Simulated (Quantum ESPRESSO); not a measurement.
# Collinear magnetic orders of SrFeO3 with Quantum ESPRESSO, part 2 of 2

A self-consistent run ends on one state, which hangs on the start. Several orders of SrFeO3 are started in Quantum ESPRESSO and their energies compared.

Quantum ESPRESSO 7.5; PBEsol with U = 4.5 eV on Fe d (ortho-atomic projectors); plane waves with GBRV 1.5 PBEsol potentials, no spin-orbit coupling.

So far, absolute magnetization (μB): step 2 (run 1, typed as ferro +) 4.29.

## 3. Run 2, typed as antiferro q=(0,1/2,1/2) +−

The cell is doubled to 10 atoms to hold this order. The wavevector q is in fractions of the reciprocal vectors of the crystal's primitive cell, as the cells of these inputs are built from it; moments change sign between cells as cos(2π q·R).

pw.in

```
&CONTROL
  calculation = 'scf'
  prefix = 'pwscf'
  outdir = './tmp'
  pseudo_dir = './pseudo'
  disk_io = 'nowf'
/
&SYSTEM
  ibrav = 0
  celldm(1) = 8
  nat = 10
  ntyp = 4
  ecutwfc = 40
  ecutrho = 280
  nbnd = 58
  occupations = 'smearing'
  smearing = 'fd'
  degauss = 0.00367493
  nspin = 2
  starting_magnetization(1) = 0
  starting_magnetization(2) = 0.25
  starting_magnetization(3) = -0.25
  starting_magnetization(4) = 0
/
&ELECTRONS
  conv_thr = 2d-08
  electron_maxstep = 150
  mixing_beta = 0.3
/
ATOMIC_SPECIES
Sr     87.6200 sr_pbesol_v1.uspp.F.UPF
Fe1    55.8450 fe_pbesol_v1.5.uspp.F.UPF
Fe2    55.8450 fe_pbesol_v1.5.uspp.F.UPF
O      15.9990 o_pbesol_v1.2.uspp.F.UPF
CELL_PARAMETERS alat
   0.9044261814408    0.0000000000000    0.0000000000000
   0.0000000000000    1.8088523628816    0.0000000000000
   0.0000000000000    0.9044261814408    0.9044261814408
ATOMIC_POSITIONS crystal
Sr      0.0000000000    0.0000000000    0.0000000000
Sr      0.0000000000    0.5000000000    0.0000000000
Fe1     0.5000000000    0.0000000000    0.5000000000
Fe2     0.5000000000    0.5000000000    0.5000000000
O       0.0000000000    0.0000000000    0.5000000000
O       0.0000000000    0.5000000000    0.5000000000
O       0.5000000000    0.7500000000    0.5000000000
O       0.5000000000    0.2500000000    0.5000000000
O       0.5000000000    0.2500000000    0.0000000000
O       0.5000000000    0.7500000000    0.0000000000
K_POINTS automatic
6 3 6 0 0 0
HUBBARD {ortho-atomic}
U Fe1-3d 4.5000
U Fe2-3d 4.5000
```

Command:

```bash
$ OMP_NUM_THREADS=1 mpirun -n 4 pw.x -nk 4 -in pw.in > pw.out
```

Output:

```text
[banner, memory and clock lines left out]
Program PWSCF v.7.5 starts

     Message from routine setup:
     using ibrav=0 with symmetry is DISCOURAGED, use correct ibrav instead

     bravais-lattice index     =            0
     lattice parameter (alat)  =       8.0000  a.u.
     unit-cell volume          =     757.5640 (a.u.)^3
     number of atoms/cell      =           10
     number of atomic types    =            4
     number of electrons       =        88.00
     number of Kohn-Sham states=           58
     kinetic-energy cutoff     =      40.0000  Ry
     charge density cutoff     =     280.0000  Ry
     scf convergence threshold =      2.0E-08
     mixing beta               =       0.3000
     number of iterations used =            8  plain     mixing
     Exchange-correlation= SLA  PW   PSX  PSC
                           (   1   4  10   8   0   0   0)
     Hubbard projectors: ortho-atomic
     Hubbard parameters of DFT+U (Dudarev formulation) in eV:
     U(Fe1-3d) =  4.5000
     U(Fe2-3d) =  4.5000

     Internal variables: lda_plus_u =T, lda_plus_u_kind = 0

     Internal variables: orbital_resolved =F, hub_pot_fix =F, apply_U = F

     celldm(1)=   8.000000  celldm(2)=   0.000000  celldm(3)=   0.000000
     celldm(4)=   0.000000  celldm(5)=   0.000000  celldm(6)=   0.000000

     crystal axes: (cart. coord. in units of alat)
               a(1) = (   0.904426   0.000000   0.000000 )
               a(2) = (   0.000000   1.808852   0.000000 )
               a(3) = (   0.000000   0.904426   0.904426 )

     reciprocal axes: (cart. coord. in units 2 pi/alat)
               b(1) = (  1.105673  0.000000  0.000000 )
               b(2) = (  0.000000  0.552837 -0.552837 )
               b(3) = (  0.000000  0.000000  1.105673 )

     PseudoPot. # 1 for Sr read from file:
     sr_pbesol_v1.uspp.F.UPF
     Pseudo is Ultrasoft + core correction, Zval = 10.0

     PseudoPot. # 2 for Fe read from file:
     fe_pbesol_v1.5.uspp.F.UPF
     Pseudo is Ultrasoft + core correction, Zval = 16.0

     PseudoPot. # 3 for Fe read from file:
     fe_pbesol_v1.5.uspp.F.UPF
     Pseudo is Ultrasoft + core correction, Zval = 16.0

     PseudoPot. # 4 for O  read from file:
     o_pbesol_v1.2.uspp.F.UPF
     Pseudo is Ultrasoft + core correction, Zval =  6.0

     atomic species   valence    mass     pseudopotential
     Sr               10.00    87.62000     Sr( 1.00)
     Fe1              16.00    55.84500     Fe( 1.00)
     Fe2              16.00    55.84500     Fe( 1.00)
     O                 6.00    15.99900     O ( 1.00)

     Starting magnetic structure
     atomic species   magnetization
     Sr              0.000
     Fe1             0.250
     Fe2            -0.250
     O               0.000

     16 Sym. Ops., with inversion, found ( 8 have fractional translation)

   Cartesian axes

     site n.     atom                  positions (alat units)
         1        Sr     tau(   1) = (   0.0000000   0.0000000   0.0000000  )
         2        Sr     tau(   2) = (   0.0000000   0.9044262   0.0000000  )
         3        Fe1    tau(   3) = (   0.4522131   0.4522131   0.4522131  )
         4        Fe2    tau(   4) = (   0.4522131   1.3566393   0.4522131  )
         5        O      tau(   5) = (   0.0000000   0.4522131   0.4522131  )
         6        O      tau(   6) = (   0.0000000   1.3566393   0.4522131  )
         7        O      tau(   7) = (   0.4522131   1.8088524   0.4522131  )
         8        O      tau(   8) = (   0.4522131   0.9044262   0.4522131  )
         9        O      tau(   9) = (   0.4522131   0.4522131   0.0000000  )
        10        O      tau(  10) = (   0.4522131   1.3566393   0.0000000  )

     number of k points=    24  Fermi-Dirac smearing, width (Ry)=  0.0037
                       cart. coord. in units 2pi/alat
        k(    1) = (   0.0000000   0.0000000   0.0000000), wk =   0.0092593
        k(    2) = (   0.0000000   0.0000000   0.1842789), wk =   0.0370370
        k(    3) = (   0.0000000   0.0000000   0.3685578), wk =   0.0370370
        k(    4) = (   0.0000000   0.0000000  -0.5528367), wk =   0.0092593
        k(    5) = (   0.0000000   0.1842789  -0.1842789), wk =   0.0370370
        [... 19 further k-points ...]

     Dense  grid:    59991 G-vectors     FFT dimensions: (  40,  80,  60)

     Smooth grid:    25957 G-vectors     FFT dimensions: (  30,  60,  45)

     Check: negative core charge=   -0.000023
     Generating pointlists ...
     new r_m :   0.2638 (alat units)  2.1104 (a.u.) for type    1
     new r_m :   0.1865 (alat units)  1.4923 (a.u.) for type    2
     new r_m :   0.1865 (alat units)  1.4923 (a.u.) for type    3
     new r_m :   0.1865 (alat units)  1.4923 (a.u.) for type    4

     Initial potential from superposition of free atoms

     starting charge      85.9384, renormalised to      88.0000

     negative rho (up, down):  6.602E-02 6.602E-02

     STARTING HUBBARD OCCUPATIONS:

     =================== HUBBARD OCCUPATIONS ===================
     ------------------------ ATOM    3 ------------------------
     Tr[ns(  3)] (up, down, total) =   5.00000  0.00000  5.00000
     Atomic magnetic moment for atom   3 =   5.00000
     [... lines left out ...]
     ------------------------ ATOM    4 ------------------------
     Tr[ns(  4)] (up, down, total) =   0.00000  5.00000  5.00000
     Atomic magnetic moment for atom   4 =  -5.00000
     [... lines left out ...]
     Number of occupied Hubbard levels =   10.0000

     Atomic wfc used for Hubbard projectors are orthogonalized

     Starting wfcs are   76 randomized atomic wfcs

     Self-consistent Calculation

     iteration #  1     ecut=    40.00 Ry     beta= 0.30
     Davidson diagonalization with overlap
     ethr =  1.00E-02,  avg # of iterations =  2.0

     =================== HUBBARD OCCUPATIONS ===================
     ------------------------ ATOM    3 ------------------------
     Tr[ns(  3)] (up, down, total) =   4.51707  0.46971  4.98678
     Atomic magnetic moment for atom   3 =   4.04736
     [... lines left out ...]
     ------------------------ ATOM    4 ------------------------
     Tr[ns(  4)] (up, down, total) =   0.46971  4.51700  4.98671
     Atomic magnetic moment for atom   4 =  -4.04728
     [... lines left out ...]
     Number of occupied Hubbard levels =    9.9735

     negative rho (up, down):  6.549E-02 6.549E-02

     total energy              =    -833.49725728 Ry
     estimated scf accuracy    <       2.49996259 Ry

     total magnetization       =     0.00 Bohr mag/cell
     absolute magnetization    =     8.42 Bohr mag/cell

     iteration #  2     ecut=    40.00 Ry     beta= 0.30
     Davidson diagonalization with overlap
     ethr =  2.84E-03,  avg # of iterations =  2.0

     negative rho (up, down):  6.549E-02 6.549E-02

     total energy              =    -833.85060753 Ry
     estimated scf accuracy    <       1.77537765 Ry

     total magnetization       =    -0.00 Bohr mag/cell
     absolute magnetization    =     7.08 Bohr mag/cell

     [... further iterations left out ...]

     iteration # 13     ecut=    40.00 Ry     beta= 0.30
     Davidson diagonalization with overlap
     ethr =  2.71E-10,  avg # of iterations =  1.5

     negative rho (up, down):  6.709E-02 6.709E-02

     total energy              =    -834.11465154 Ry
     estimated scf accuracy    <       0.00000009 Ry

     total magnetization       =    -0.00 Bohr mag/cell
     absolute magnetization    =     7.93 Bohr mag/cell

     iteration # 14     ecut=    40.00 Ry     beta= 0.30
     Davidson diagonalization with overlap
     ethr =  9.98E-11,  avg # of iterations =  1.7

     negative rho (up, down):  6.709E-02 6.709E-02

     Magnetic moment per site  (integrated on atomic sphere of radius R)
     atom   1 (R=0.264)  charge=  7.5347  magn=  0.0000
     atom   2 (R=0.264)  charge=  7.5347  magn=  0.0000
     atom   3 (R=0.187)  charge= 12.8051  magn=  3.4137
     atom   4 (R=0.187)  charge= 12.8051  magn= -3.4137
     atom   5 (R=0.187)  charge=  5.2623  magn=  0.0568
     atom   6 (R=0.187)  charge=  5.2623  magn= -0.0568
     atom   7 (R=0.187)  charge=  5.2604  magn= -0.0000
     atom   8 (R=0.187)  charge=  5.2604  magn= -0.0000
     atom   9 (R=0.187)  charge=  5.2604  magn= -0.0000
     atom  10 (R=0.187)  charge=  5.2604  magn= -0.0000

     End of self-consistent calculation

     =================== HUBBARD OCCUPATIONS ===================
     ------------------------ ATOM    3 ------------------------
     Tr[ns(  3)] (up, down, total) =   4.73087  1.02676  5.75763
     Atomic magnetic moment for atom   3 =   3.70411
     [... lines left out ...]
     ------------------------ ATOM    4 ------------------------
     Tr[ns(  4)] (up, down, total) =   1.02675  4.73087  5.75762
     Atomic magnetic moment for atom   4 =  -3.70412
     [... lines left out ...]
     Number of occupied Hubbard levels =   11.5153

     [... lines left out ...]
     the Fermi energy is    10.4765 ev

!    total energy              =    -834.11465160 Ry
     estimated scf accuracy    <       0.00000002 Ry
     smearing contrib. (-TS)   =      -0.00199304 Ry
     internal energy E=F+TS    =    -834.11265856 Ry

     The total energy is F=E-TS. E is the sum of the following terms:
     one-electron contribution =    -404.19182171 Ry
     hartree contribution      =     250.26013998 Ry
     xc contribution           =    -137.65501918 Ry
     ewald contribution        =    -542.86214591 Ry
     Hubbard energy            =       0.33618827 Ry

     total magnetization       =    -0.00 Bohr mag/cell
     absolute magnetization    =     7.92 Bohr mag/cell

     convergence has been achieved in  14 iterations
```

The job ended after 66 s (4 MPI ranks of Arm Neoverse V2, shared host; peak memory 0.67 GiB).

Spin moment in the atom's sphere by atom:

| atom | spin moment in the atom's sphere (μB) |
| --- | --- |
| Sr1 | 0.00 |
| Sr2 | 0.00 |
| Fe3 | 3.41 |
| Fe4 | -3.41 |
| O5 | 0.06 |
| O6 | -0.06 |
| O7 | 0.00 |
| O8 | 0.00 |
| O9 | 0.00 |
| O10 | 0.00 |

Read from the output:

* smearing term TS: 0.02712 eV
* magnetization: 0 μB
* absolute magnetization: 7.925 μB
* final state: antiferromagnetic

## 4. Start 3: antiferro q=(0,0,1/2) +−

The cell is doubled to 10 atoms to hold this order.

pw.in

```
&CONTROL
  calculation = 'scf'
  prefix = 'pwscf'
  outdir = './tmp'
  pseudo_dir = './pseudo'
  disk_io = 'nowf'
/
&SYSTEM
  ibrav = 0
  celldm(1) = 8
  nat = 10
  ntyp = 4
  ecutwfc = 40
  ecutrho = 280
  nbnd = 58
  occupations = 'smearing'
  smearing = 'fd'
  degauss = 0.00367493
  nspin = 2
  starting_magnetization(1) = 0
  starting_magnetization(2) = 0.25
  starting_magnetization(3) = -0.25
  starting_magnetization(4) = 0
/
&ELECTRONS
  conv_thr = 2d-08
  electron_maxstep = 150
  mixing_beta = 0.3
/
ATOMIC_SPECIES
Sr     87.6200 sr_pbesol_v1.uspp.F.UPF
Fe1    55.8450 fe_pbesol_v1.5.uspp.F.UPF
Fe2    55.8450 fe_pbesol_v1.5.uspp.F.UPF
O      15.9990 o_pbesol_v1.2.uspp.F.UPF
CELL_PARAMETERS alat
   0.9044261814408    0.0000000000000    0.0000000000000
   0.0000000000000    0.9044261814408    0.0000000000000
   0.0000000000000    0.0000000000000    1.8088523628816
ATOMIC_POSITIONS crystal
Sr      0.0000000000    0.0000000000    0.0000000000
Sr      0.0000000000    0.0000000000    0.5000000000
Fe1     0.5000000000    0.5000000000    0.2500000000
Fe2     0.5000000000    0.5000000000    0.7500000000
O       0.0000000000    0.5000000000    0.2500000000
O       0.0000000000    0.5000000000    0.7500000000
O       0.5000000000    0.0000000000    0.2500000000
O       0.5000000000    0.0000000000    0.7500000000
O       0.5000000000    0.5000000000    0.0000000000
O       0.5000000000    0.5000000000    0.5000000000
K_POINTS automatic
6 6 3 0 0 0
HUBBARD {ortho-atomic}
U Fe1-3d 4.5000
U Fe2-3d 4.5000
```

Output:

```text
     [... lines left out ...]
Program PWSCF v.7.5 starts
     [... lines left out ...]
     number of atoms/cell      =           10
     [... lines left out ...]
     number of electrons       =        88.00
     number of Kohn-Sham states=           58
     kinetic-energy cutoff     =      40.0000  Ry
     charge density cutoff     =     280.0000  Ry
     scf convergence threshold =      2.0E-08
     [... lines left out ...]
     16 Sym. Ops., with inversion, found ( 8 have fractional translation)
     [... lines left out ...]
     number of k points=    20  Fermi-Dirac smearing, width (Ry)=  0.0037
     [... lines left out ...]
     iteration # 14     ecut=    40.00 Ry     beta= 0.30
     [... lines left out ...]
     Magnetic moment per site  (integrated on atomic sphere of radius R)
     atom   1 (R=0.264)  charge=  7.5347  magn= -0.0000
     atom   2 (R=0.264)  charge=  7.5347  magn= -0.0000
     atom   3 (R=0.187)  charge= 12.7941  magn=  3.4384
     atom   4 (R=0.187)  charge= 12.7941  magn= -3.4384
     atom   5 (R=0.187)  charge=  5.2642  magn=  0.0622
     atom   6 (R=0.187)  charge=  5.2642  magn= -0.0622
     atom   7 (R=0.187)  charge=  5.2642  magn=  0.0622
     atom   8 (R=0.187)  charge=  5.2642  magn= -0.0622
     atom   9 (R=0.187)  charge=  5.2614  magn= -0.0000
     atom  10 (R=0.187)  charge=  5.2614  magn= -0.0000
     [... lines left out ...]
     Tr[ns(  3)] (up, down, total) =   4.73446  1.00764  5.74210
     [... lines left out ...]
     Tr[ns(  4)] (up, down, total) =   1.00766  4.73447  5.74213
     [... lines left out ...]
     the Fermi energy is    10.5247 ev
!    total energy              =    -834.12996429 Ry
     estimated scf accuracy    <          9.8E-09 Ry
     smearing contrib. (-TS)   =      -0.00136155 Ry
     [... lines left out ...]
     total magnetization       =    -0.00 Bohr mag/cell
     absolute magnetization    =     8.22 Bohr mag/cell
     convergence has been achieved in  14 iterations
```

It took 48 s on 4 MPI ranks; peak memory 0.77 GiB.

Spin moment in the atom's sphere by atom:

| atom | spin moment in the atom's sphere (μB) |
| --- | --- |
| Sr1 | 0.00 |
| Sr2 | 0.00 |
| Fe3 | 3.44 |
| Fe4 | -3.44 |
| O5 | 0.06 |
| O6 | -0.06 |
| O7 | 0.06 |
| O8 | -0.06 |
| O9 | 0.00 |
| O10 | 0.00 |

Numbers from this step:

| Property | Result |
| --- | --- |
| smearing term TS | 0.01852 eV |
| magnetization | 0 μB |
| absolute magnetization | 8.218 μB |
| final state | antiferromagnetic |

## 5. Ranking

An order is kept where moments of 0.15 μB or more survive with the typed signs; meshes match where a doubled cell samples the same k points as the first cell.

Orders:

| start | final state | typed order kept | energy over the lowest (meV a seeded atom) | largest site moment (μB) | net moment (μB a cell of the first run) | mesh matched | CPU time (s) |
| --- | --- | --- | --- | --- | --- | --- | --- |
| ferro + | ferromagnetic | yes | 0 | 3.488 | 4.083 | yes | 42.7 |
| antiferro q=(0,1/2,1/2) +- | antiferromagnetic | yes | 197.8 | 3.414 | 0 | yes | 264.7 |
| antiferro q=(0,0,1/2) +- | antiferromagnetic | yes | 93.61 | 3.438 | 0 | yes | 193.5 |

## 6. A Heisenberg model

E = −Σ J e·e over ordered pairs of unit vectors, so each pair counts twice. As many shells are taken as there are differences of energy, so the couplings are solved for and no residual tests the model; further shells are folded in, and shells whose pairs keep their relative signs in all orders cancel and are not probed. Couplings from the energies:

| pair | distance (Å) | neighbours an atom | J (meV) |
| --- | --- | --- | --- |
| Fe-Fe | 3.829 | 6 | 26.04 |
| Fe-Fe | 5.415 | 12 | -0.6599 |

## 7. Occupations of the corrected shells in the lowest state

Occupations of the Hubbard shells:

| block | type | shell | spin | electrons | occupation numbers |
| --- | --- | --- | --- | --- | --- |
| 2 | Fe | 3d | up | 4.75 | 0.880 0.880 0.997 0.997 0.997 |
| 2 | Fe | 3d | down | 0.9734 | 0.147 0.147 0.147 0.266 0.266 |

## 8. Results

| Item | Value |
| --- | --- |
| lowest state found | ferromagnetic (from ferro +) |
| largest site moment | 3.49 μB |
| next state with moments | antiferromagnetic, 93.6 meV a seeded atom higher |
| J of the weightiest shell (Fe-Fe, 3.83 Å; E = −Σ J e·e, ordered pairs) | 26.0 meV |

In words: The largest moment changes by 2.1 % between the kept orders, as for well localised moments. This is the lowest of 3 collinear or spinless starts, no proof of the ground state. A computed site moment is spin alone and hangs on the region that is counted: the program's spheres do not touch and miss the tail of the moment. Measured moments hold any orbital part as well, and belong to the order of the sample, which need not be the order of this run.

Computed beside measured:

```
        quantity  measured   in the sphere  projected shell
moment (Fe) (μB)      2.96  3.49 (+17.8 %)   3.78 (+27.6 %)
```

Measured values from arxiv:1207.0921 (2012).

How well it matches: For the moment, of the levels listed nearest comes in the sphere (+17.8 %) and farthest projected shell (+27.6 %). No cell relaxation is part of this session.

[Logs and program files are shortened in this print: banners, set-up blocks, solver, clock and traceback lines can be left out without a mark of their own.]

[Logs are printed without paths, hosts, clocks, repeated set-up lines and the standing remarks that a program may print on its own settings, such as how far it seeks lower states.]

[Hosts, paths, dates, database ids (printed as entryN), source tags and the programs' standing remarks are cut or masked in the printed files.]

[Where a cell is said to come from a database of computed structures, the database is the Materials Project.]
